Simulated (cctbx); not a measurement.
**Symmetry from intensities**

Cell: a = 10.9910 Å, b = 6.4250 Å, c = 6.5320 Å, α = 90.00°, β = 124.66°, γ = 90.00°. Expected content of the cell: Sb2 Fe6 Na6 O16.

Simulated single-crystal data (cctbx): synchrotron X-rays, λ = 0.7749 Å, to d = 0.75 Å, 95 % of the full sphere, strongest reflection 5000 counts, noise from counting, a 3 % proportional error and a noise floor of 2 counts (s.d.); no absorption.

Tests on the unmerged data give:

```text
3574 reflections to d = 0.750 A
centring   violations  <I/sigma> of those
    A        684 of  1805      3.9
    B        684 of  1787      3.9
    C          0 of  1786      0.0
    I        508 of  1766      3.4
    R        737 of  2394      3.7
    F        684 of  2689      2.6
Laue class    unique    Rint  (classes that these axes allow; Friedel mates merged)
C 1 2/m 1         516   0.045
space group    extra absences  I>4sigma  <I/sigma>
C 1 2 1                 0          0         -  acentric
C 1 m 1                 0          0         -  acentric
C 1 2/m 1               0          0         -  centric
Wilson B = 1.34 A^2   <|E^2-1|> = 1.072 (0.968 centric, 0.736 acentric)   E^2>4: 5.0 %
shell (A)         n   <I/sigma>
 5.37 - 1.49     76     19.0
 1.49 - 1.19     62     16.3
 1.19 - 1.04     64     13.4
 1.04 - 0.94     59     13.4
 0.94 - 0.88     72     10.7
 0.88 - 0.83     55      9.2
 0.83 - 0.78     67      8.6
 0.78 - 0.75     61     11.5
```

**Question.** What are the lattice type, the Laue class and the likely space group?

The reflections that C centring forbids are absent (⟨I/σ⟩ near 0), so the lattice is C.

Only C 1 2/m 1 fits these axes (Rint 0.045); a search for a hidden higher lattice was not made.

3 settings pass the absence test. No glide or screw absences show, which leaves C 1 2 1, C 1 m 1 and C 1 2/m 1.

⟨|E²−1|⟩ = 1.072 leans to a centrosymmetric structure. The Wilson B of 1.34 Å² means U ≈ 0.0170 Å².

The true group is C2/m (no. 12), Laue class 2/m, centrosymmetric. The tables only narrow the choice to the tied entries; cell content, site symmetry and trial solutions must settle it.

This is a model crystal, built by substitution and not relaxed, with assumed displacement parameters.

[Logs are printed without paths, hosts, clocks, repeated set-up lines and the standing remarks that a program may print on its own settings, such as how far it seeks lower states.]
